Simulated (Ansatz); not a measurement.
**InSe (R3m): spin-orbit coupling beyond the local functionals**

Aim: the spin-orbit change of the gap of InSe (R3m).

Method: density functionals with and without spin-orbit coupling, plane waves, PAW, in Ansatz 0.2.0.

The database entry behind the starting cell differs from later determinations by our own check (c about 1.5 % long), so it need not match the best structure at ambient conditions.

## 1. Starting point

The structure is trigonal, space group R3m (No. 160). The conventional cell has a = 4.000 Å, b = 4.000 Å, c = 25.320 Å, α = 90.00°, β = 90.00°, γ = 120.00°. Nearest to In lie 3 Se at 2.64 Å and 1 In at 2.82 Å. Nearest to In lie 3 Se at 2.63 Å and 1 In at 2.82 Å. Se has 3 In at 2.64 Å nearest. Nearest to Se lie 3 In at 2.63 Å. Farther neighbours and most contacts between anions are not listed.

The cell and positions come from the Crystallography Open Database and are kept as given unless a step says otherwise. The default PAW set here is soft_2. Its files were made with PBE.

## 2. HSE06, 4×4×4 mesh

This step: DFT, HSE06, plane waves, PAW.

Contents of input.yaml:

```yaml
crystal:
  lattice:
    - [2.0, 1.1547005384, 8.44]
    - [-2.0, 1.1547005384, 8.44]
    - [0.0, -2.3094010768, 8.44]
  atoms:
    - { symbol: In, position: [0.0, 0.0, 0.0] }
    - { symbol: In, position: [0.1114, 0.1114, 0.1114] }
    - { symbol: Se, position: [0.6165, 0.6165, 0.6165] }
    - { symbol: Se, position: [0.8281, 0.8281, 0.8281] }
kpoints:
  mp_grid: { grid: [4, 4, 4] }
  band_path:
    path:
      - [0.0, 0.0, 0.0]
      - [-0.5, -0.5, -0.5]
      - [-0.5, -0.17914517, -0.82085483]
      - [-0.17914517, 0.17914517, -0.5]
      - [0.0, 0.0, -0.5]
      - [0.0, 0.33957259, -0.33957259]
      - [-0.33957259, 0.0, -0.66042741]
      - [-0.5, 0.0, -0.5]
    npoints: 1
hamiltonian:
  xc: hse06
scf:
  occupations: { method: fixed }
  n_extra_bands: 5
output:
  eigenvalues: true
```

Started as:

```bash
$ ansatz run input.yaml --threads 3 --pin off --max-ram 92160MiB --backend cuda --events-out ev --progress --plain --runs-dir out --devices 1 --max-vram 13GiB
```

Numbers of over 12 decimals in the logs are rounded to 6 here.

What it wrote:

```text
basis.fft_grid_basis auto: the FFT boxes are laid along the combinations [[1, 0, -1], [0, 1, -1], [0, 0, 1]] of the cell's own vectors, 4.000, 4.000 and 8.750 Å long. The dense box has 27×27×60 points. Along the cell's own vectors, as sized, it would have 60×60×60, 4.94 times as many. Of the 6 symmetry operations that the crystal satisfies within crystal.symmetry.tolerance (time reversal apart; of a slab, those that  [...]
scf.n_extra_bands = 5 over 29 filled bands (N_el = 58.0): the run solves 34 bands
GPUs: using 1 of 1 available (devices: 1).
Engine: ansatz 0.2.0, x86_64-unknown-linux-gnu
Pseudopotentials: kind: paw
Pseudopotential: In, paw, valence charge 13, recommended cutoff 420 eV (normal), In.paw.azcp
Pseudopotential: Se, paw, valence charge 16, recommended cutoff 420 eV (normal), Se.paw.azcp
Functional definition: HSE06
  parameter a = 0.25
  parameter omega = 0.11/bohr
  exchange = pbe_x - a*pbe_x_sr(omega) + a*exact_x_sr(omega)
  correlation = pbe_c
davidson cushion auto → on  (no smearing: the cushion is to keep the highest requested band from converging to the state above it; pin scf.eigensolver.cushion to override)
device memory: the entry about to start is reckoned to put 1.6 GiB on a device that reports 67.6 GiB free (of which the cap on the GPU budget leaves the run 13.0 GiB)
GPU FFT provider: cuFFT
GPU libraries: cuBLAS 13.8.2, cuFFT 12.4.0, cuSOLVER 12.3.4
Crystal: 4 atoms, lattice volume = 116.948 Å³
Basis set: ecut = 420 eV, 2309 PW (Γ), FFT grids on a1−a3, a2−a3, a3
Bands: 34, of which v1, the nominal top of the filled ones, is band 29 counted from 1 (28 counted from 0)
Symmetry: 6 space group operations
Space group: R3m (ITA 160), of the structure as read, at distance tolerance 4.9e-5 Å
k-points: 13 of 64 (time reversal used)
Non-local potential: In, projectors of the file, l = 0: 2, l = 1: 2, l = 2: 2, l = 3: 2
Non-local potential: Se, projectors of the file, l = 0: 2, l = 1: 2, l = 2: 3, l = 3: 1
PAW form: soft (Blöchl's): semilocal exchange-correlation on the pseudo side does not see the compensation charge
PAW frozen core: In, regenerated for the run's functional, and the local potential with it (the file was generated under x = pbe(κ = 0.804, μ = 0.219515), c = pbe(β = 0.066725))
PAW frozen core: Se, regenerated for the run's functional, and the local potential with it (the file was generated under x = pbe(κ = 0.804, μ = 0.219515), c = pbe(β = 0.066725))
PAW one-centre angular grid: In, 590 points (default); XC on 64 Gauss nodes
PAW one-centre angular grid: Se, 590 points (default); XC on 64 Gauss nodes
Initial density: superposition of atomic densities (neutral atoms: chi_scale 0, normalization atom), corrected by the library's trained network
Initial wavefunctions: pseudopotential atomic-orbital guess
GPU buffer pool allocated for 43740 grid points (all kernels)
[...]
Frozen-core exchange: fock
SCF iter   1: F=—  HF=-22146.860702 eV  |F-HF|=—  |Δ(HF+E_count)|=         —  Δρ=5.72e-5  dr2=7.16e-6  ethr=8.85e-7  ⟨swp⟩=2.7  Hψ=986  notcnv=0
preconditioner: auto → none  [insulator: Δε(μ)=1.183 eV  Ē_g=15.511 eV  n_scr=30 (ndim 8)  ℏωp=21.2 eV  f_vac=0.085]
iter 2 solved again at ethr=6.79e-10 eV; its pass at ethr=1.03e-8 eV (dr2=3.94e-7 eV) is discarded
SCF iter   2: F=—  HF=-22146.860703 eV  |F-HF|=—  |Δ(HF+E_count)|=   8.69e-7  Δρ=2.61e-5  dr2=5.08e-7  ethr=6.79e-10  ⟨swp⟩=2.0  Hψ=2588  notcnv=0
SCF iter   3: F=—  HF=-22146.860704 eV  |F-HF|=—  |Δ(HF+E_count)|=   6.94e-7  Δρ=1.40e-5  dr2=1.67e-7  ethr=6.79e-10  ⟨swp⟩=4.2  Hψ=1395  notcnv=0
SCF iter   4: F=-22146.860704 eV  HF=-22146.860704 eV  |F-HF|=4.35e-9  |Δ(HF+E_count)|=   2.85e-8  Δρ=3.41e-6  dr2=8.95e-9  ethr=2.56e-10  ⟨swp⟩=3.0  Hψ=1053  notcnv=0
SCF 3 converged in 4 iterations: F = -22146.860704 eV  dr2 = 8.95e-9
hybrid outer 2: dexx = +9.827e-7 eV, tail = 5.79e-8 eV, Δε = 1.74e-3 eV (about 7.83e-5 eV left of the loop's levels)
the search or the solves at the SCF's close seem to have found levels that the self-consistency loop had missed (the run counts 1). By its estimate they hold under 1e-12 electrons; where the run keeps them, the occupations were computed again with them
device memory: the entry about to start is reckoned to put 0.6 GiB on a device that reports 60.1 GiB free (of which the cap on the GPU budget leaves the run 13.0 GiB)
NSCF: frozen V_eff on 8 k-points
hybrid SCF converged: 2 outer / 12 inner (+4 warm-up), last move |dexx| = 9.83e-7 eV, tail = 5.79e-8 eV
Stability not checked: this state was not tested for a lower state beside it, because the functional holds exact exchange (a hybrid, or Hartree-Fock), whose exchange loop this test does not read (fock_operator; see scf.lower_state_search)
Free energy (F): -22146.860704 eV
Frozen-core exchange: fock
Harris-Foulkes:  -22146.860704 eV  (|F-HF|=4.35e-9)
Internal energy: -22146.860704 eV  (E = F + TS)
E sigma→0 (E₀):  -22146.860704 eV
Fermi energy:    6.872648 eV
--- Per-component energies (eV) ---
  E_band       = -1056.514647
  E_kinetic    = 722.382989
  E_local      = -7920.858148  (includes V_loc(G=0)·N_el)
  E_nonlocal   = -457.818354
  E_hartree    = 3656.113233
  E_xc         = -508.847124
  E_vxc        = -315.470167  (∫ρ·V_xc dr)
  E_exx        = -201.251879  (= α·E_x^exact, valence–valence)
  E_paw        = -12071.256943  (= ΣΔE_a)
  E_vpaw       = 5.528811  (= ΣTr[D̂ρ^β])
  E_aug_tail   = -0.001160  (compensation charges beyond the density's cutoff)
  E_ewald      = -5364.203816
  E_core_change = -1.119502  (= ΣΔE_core)
  E_smearing   = -0.000000  (= −TS)
  E_closure    = -0.000000  (closes the sum)
  Σ components = -22146.860704   (vs F -22146.860704, Δ=-3.64e-12)
--- Band table (eV; the first three rows and the last of 13) ---
  k-point 0: bands = [... 25 lower, 5.4224, 5.4224, 5.5209, 5.5209, 9.3239, 9.7482, 12.1149, 12.1149, ... 1 higher]
  k-point 1: bands = [... 25 lower, 4.6286, 4.7824, 4.9306, 5.7940, 9.5908, 9.8549, 11.6973, 11.9670, ... 1 higher]
  k-point 2: bands = [... 25 lower, 4.2761, 4.2931, 4.4073, 5.0859, 8.6823, 9.5948, 11.2506, 11.6105, ... 1 higher]
  k-point 12: bands = [... 25 lower, 5.3483, 5.6014, 5.6014, 6.8726, 8.0561, 9.8311, 12.0237, 12.0237, ... 1 higher]
```

The job ended after 33 s (1 × NVIDIA H100 80GB HBM3 (shared by 6 runs) with 3 threads of AMD EPYC 7R13 (Zen 3), shared host; peak memory 1.6 GiB; 34 s of CPU time).

Numbers from this step:

```yaml
gap: 1.183 eV
valence_top_at: T
conduction_bottom_at: T
least_direct_gap: 1.183 eV
exact_exchange_fraction: 0.25
```

The gap is direct, at (-0.500, -0.500, -0.500).

## 3. HSE06+SOC, 4×4×4 mesh

The many-body steps leave out spin-orbit coupling, so its effect is taken from a two-component run, with twice the bands.

This step: DFT, HSE06 with spin-orbit coupling, plane waves, PAW.

Edit input.yaml of step 2 so:

```diff
@@ -26,5 +26,12 @@
 scf:
-  occupations: { method: fixed }
-  n_extra_bands: 5
+  occupations: { method: fermi_dirac, width: 0.02 }
+  n_extra_bands: 10
+magnetization:
+  noncollinear: true
+  spin_orbit: true
 output:
   eigenvalues: true
+  write_density: true
+  write_potential: true
+  elf: true
+  volumetric_format: npy
```

What it wrote:

```text
[...]
GPUs: using 1 of 1 available (devices: 1).
[...]
non-collinear run that drives no moment, with spin-orbit: no starting moment large enough to seed its density (crystal.atoms[].spin), no starting occupations that ask for one, no magnetisation constraint and no magnetic field, so the semilocal B_xc is pinned to zero
[...]
GPU FFT provider: cuFFT
GPU libraries: cuBLAS 13.8.2, cuFFT 12.4.0, cuSOLVER 12.3.4
Crystal: 4 atoms, lattice volume = 116.948 Å³
Basis set: ecut = 420 eV, 2309 PW (Γ), FFT grids on a1−a2, a2, −a2+a3
Bands: 68, of which v1, the nominal top of the filled ones, is band 58 counted from 1 (57 counted from 0)
Symmetry: 6 space group operations + 6 with time reversal
[...]
k-points: 13 of 64 (time reversal used)
Projection manifold: j_resolved (fully-relativistic pseudo-atomic orbitals)
[...]
GPU buffer pool allocated for 43740 grid points (all kernels)
[...]
SCF iter   1: F=—  HF=-22142.444456 eV  |F-HF|=—  |Δ(HF+E_count)|=         —  Δρ=5.02e-2  dr2=1.42e1  dr2_m=0.00e0 (ungated)  ethr=1.00e-1  |M|=0.00e0 ∫|m|=0.00e0 μB  |m|>n=0.0e0 m-floor=0.0e0 τ_xc=0.0e0  β_m=0.30  ⟨swp⟩=4.5  Hψ=3074  notcnv=0
[...]
SCF iter  10: F=-22139.968833 eV  HF=-22139.968834 eV  |F-HF|=1.43e-6  |Δ(HF+E_count)|=   3.40e-6  Δρ=4.33e-5  dr2=1.35e-6  dr2_m=0.00e0 (ungated)  ethr=3.80e-8  |M|=0.00e0 ∫|m|=0.00e0 μB  |m|>n=0.0e0 m-floor=0.0e0 τ_xc=0.0e0  ⟨swp⟩=4.3  Hψ=2092  notcnv=0
SCF 1 stopped early in 10 iterations: F = -22139.968833 eV  dr2 = 1.35e-6
[...]
GPU FFT provider: cuFFT
GPU libraries: cuBLAS 13.8.2, cuFFT 12.4.0, cuSOLVER 12.3.4
Projection manifold: j_resolved (fully-relativistic pseudo-atomic orbitals)
[...]
GPU buffer pool allocated for 43740 grid points (all kernels)
[...]
Frozen-core exchange: fock
SCF iter   1: F=—  HF=-22141.382872 eV  |F-HF|=—  |Δ(HF+E_count)|=         —  Δρ=5.22e-3  dr2=3.65e-2  dr2_m=0.00e0 (ungated)  ethr=2.33e-8  |M|=0.00e0 ∫|m|=0.00e0 μB  |m|>n=0.0e0 m-floor=0.0e0 τ_xc=0.0e0  β_m=0.30  ⟨swp⟩=12.7  Hψ=5649  notcnv=0
[...]
SCF iter   5: F=-22141.382930 eV  HF=-22141.382939 eV  |F-HF|=8.76e-6  |Δ(HF+E_count)|=   2.79e-4  Δρ=9.34e-5  dr2=1.53e-5  dr2_m=0.00e0 (ungated)  ethr=2.33e-8  |M|=0.00e0 ∫|m|=0.00e0 μB  |m|>n=0.0e0 m-floor=0.0e0 τ_xc=0.0e0  ⟨swp⟩=5.1  Hψ=3071  notcnv=0
SCF 2 stopped early in 5 iterations: F = -22141.382930 eV  dr2 = 1.53e-5
hybrid outer 1: dexx = +1.708e-2 eV, tail = 1.31e-4 eV
GPU FFT provider: cuFFT
GPU libraries: cuBLAS 13.8.2, cuFFT 12.4.0, cuSOLVER 12.3.4
Projection manifold: j_resolved (fully-relativistic pseudo-atomic orbitals)
GPU buffer pool allocated for 43740 grid points (all kernels)
[...]
Frozen-core exchange: fock
SCF iter   1: F=—  HF=-22141.383050 eV  |F-HF|=—  |Δ(HF+E_count)|=         —  Δρ=4.88e-5  dr2=2.06e-6  dr2_m=0.00e0 (ungated)  ethr=1.13e-6  |M|=0.00e0 ∫|m|=0.00e0 μB  |m|>n=0.0e0 m-floor=0.0e0 τ_xc=0.0e0  β_m=0.30  ⟨swp⟩=4.2  Hψ=1925  notcnv=0
[...]
SCF iter   5: F=-22141.383053 eV  HF=-22141.383053 eV  |F-HF|=4.46e-9  |Δ(HF+E_count)|=   4.76e-8  Δρ=1.79e-6  dr2=7.12e-9  dr2_m=0.00e0 (ungated)  ethr=8.85e-12  |M|=0.00e0 ∫|m|=0.00e0 μB  |m|>n=0.0e0 m-floor=0.0e0 τ_xc=0.0e0  ⟨swp⟩=4.0  Hψ=4135  notcnv=0
SCF 3 converged in 5 iterations: F = -22141.383053 eV  dr2 = 7.12e-9
[...]
NSCF: frozen V_eff on 8 k-points
[...]
Magnetization: |M| = 0.0000 μB,  M = (+0.0000, +0.0000, +0.0000) μB
Absolute magnetization: 0.0000 μB (∫|m|)
  site 0: m = (+0.0000, +0.0000, +0.0000) μB, |m| = 0.0000 μB  (R = 1.09 Å)
  site 1: m = (+0.0000, +0.0000, +0.0000) μB, |m| = 0.0000 μB  (R = 1.09 Å)
  site 2: m = (+0.0000, +0.0000, +0.0000) μB, |m| = 0.0000 μB  (R = 1.09 Å)
  site 3: m = (+0.0000, +0.0000, +0.0000) μB, |m| = 0.0000 μB  (R = 1.09 Å)
Free energy (F): -22141.383053 eV
Frozen-core exchange: fock
[...]
Internal energy: -22141.383053 eV  (E = F + TS)
E sigma→0 (E₀):  -22141.383053 eV
Fermi energy:    7.481141 eV
[...]
--- Band table (eV; the first three rows and the last of 13) ---
  k-point 0: bands = [... 54 lower, 5.5768, 5.5768, 5.6792, 5.6792, 9.3229, 9.3229, 9.7346, 9.7346, ... 6 higher]
  k-point 1: bands = [... 54 lower, 4.9486, 4.9610, 5.8023, 5.8123, 9.5802, 9.5891, 9.8514, 9.8541, ... 6 higher]
  k-point 2: bands = [... 54 lower, 4.4572, 4.4572, 5.1016, 5.1016, 8.6806, 8.6806, 9.5963, 9.5963, ... 6 higher]
  k-point 12: bands = [... 54 lower, 5.7593, 5.7593, 6.9045, 6.9045, 8.0578, 8.0578, 9.8193, 9.8193, ... 6 higher]
```

Wall time 2.8 min (1 × NVIDIA H100 80GB HBM3 (shared by 6 runs) with 3 threads); peak memory 2.4 GiB.

Numbers from this step:

```
gap                     : 1.153 eV
valence top at          : T
conduction bottom at    : T
least direct gap        : 1.153 eV
exact-exchange fraction : 0.25
```

The gap stands −0.03 eV against HSE06.

## 4. Together

Times are wall times on 1 × NVIDIA H100 80GB HBM3 (shared by 6 runs) with 3 threads of AMD EPYC 7R13 (Zen 3), shared host. The host was busy with other work, so they are no guide to cost.

```tsv
level	gap (eV)	with coupling (eV)	change (eV)	time	with coupling
HSE06	1.18	1.15	−0.03	33 s	2.8 min
```

## 5. Outcome

```
HSE06     : 1.18 eV
HSE06+SOC : 1.15 eV
```

**Reading.** Spin-orbit coupling changes the gap by −0.03 eV and the least direct gap by −0.03 eV.

[Paths, hosts, dates, memory and timing lines, banners, echoed tables and standing remarks are left out of the program output.]

[Logs are printed without paths, hosts, clocks, repeated set-up lines and the standing remarks that a program may print on its own settings, such as how far it seeks lower states.]

[Runs of the session that timed out or met a known fault of the program may be left out.]

[Cells called generated may have been cut or substituted from an entry of the Crystallography Open Database or the Materials Project.]

[Hosts, paths, dates, database ids (printed as entryN), source tags and the programs' standing remarks are cut or masked in the printed files.]
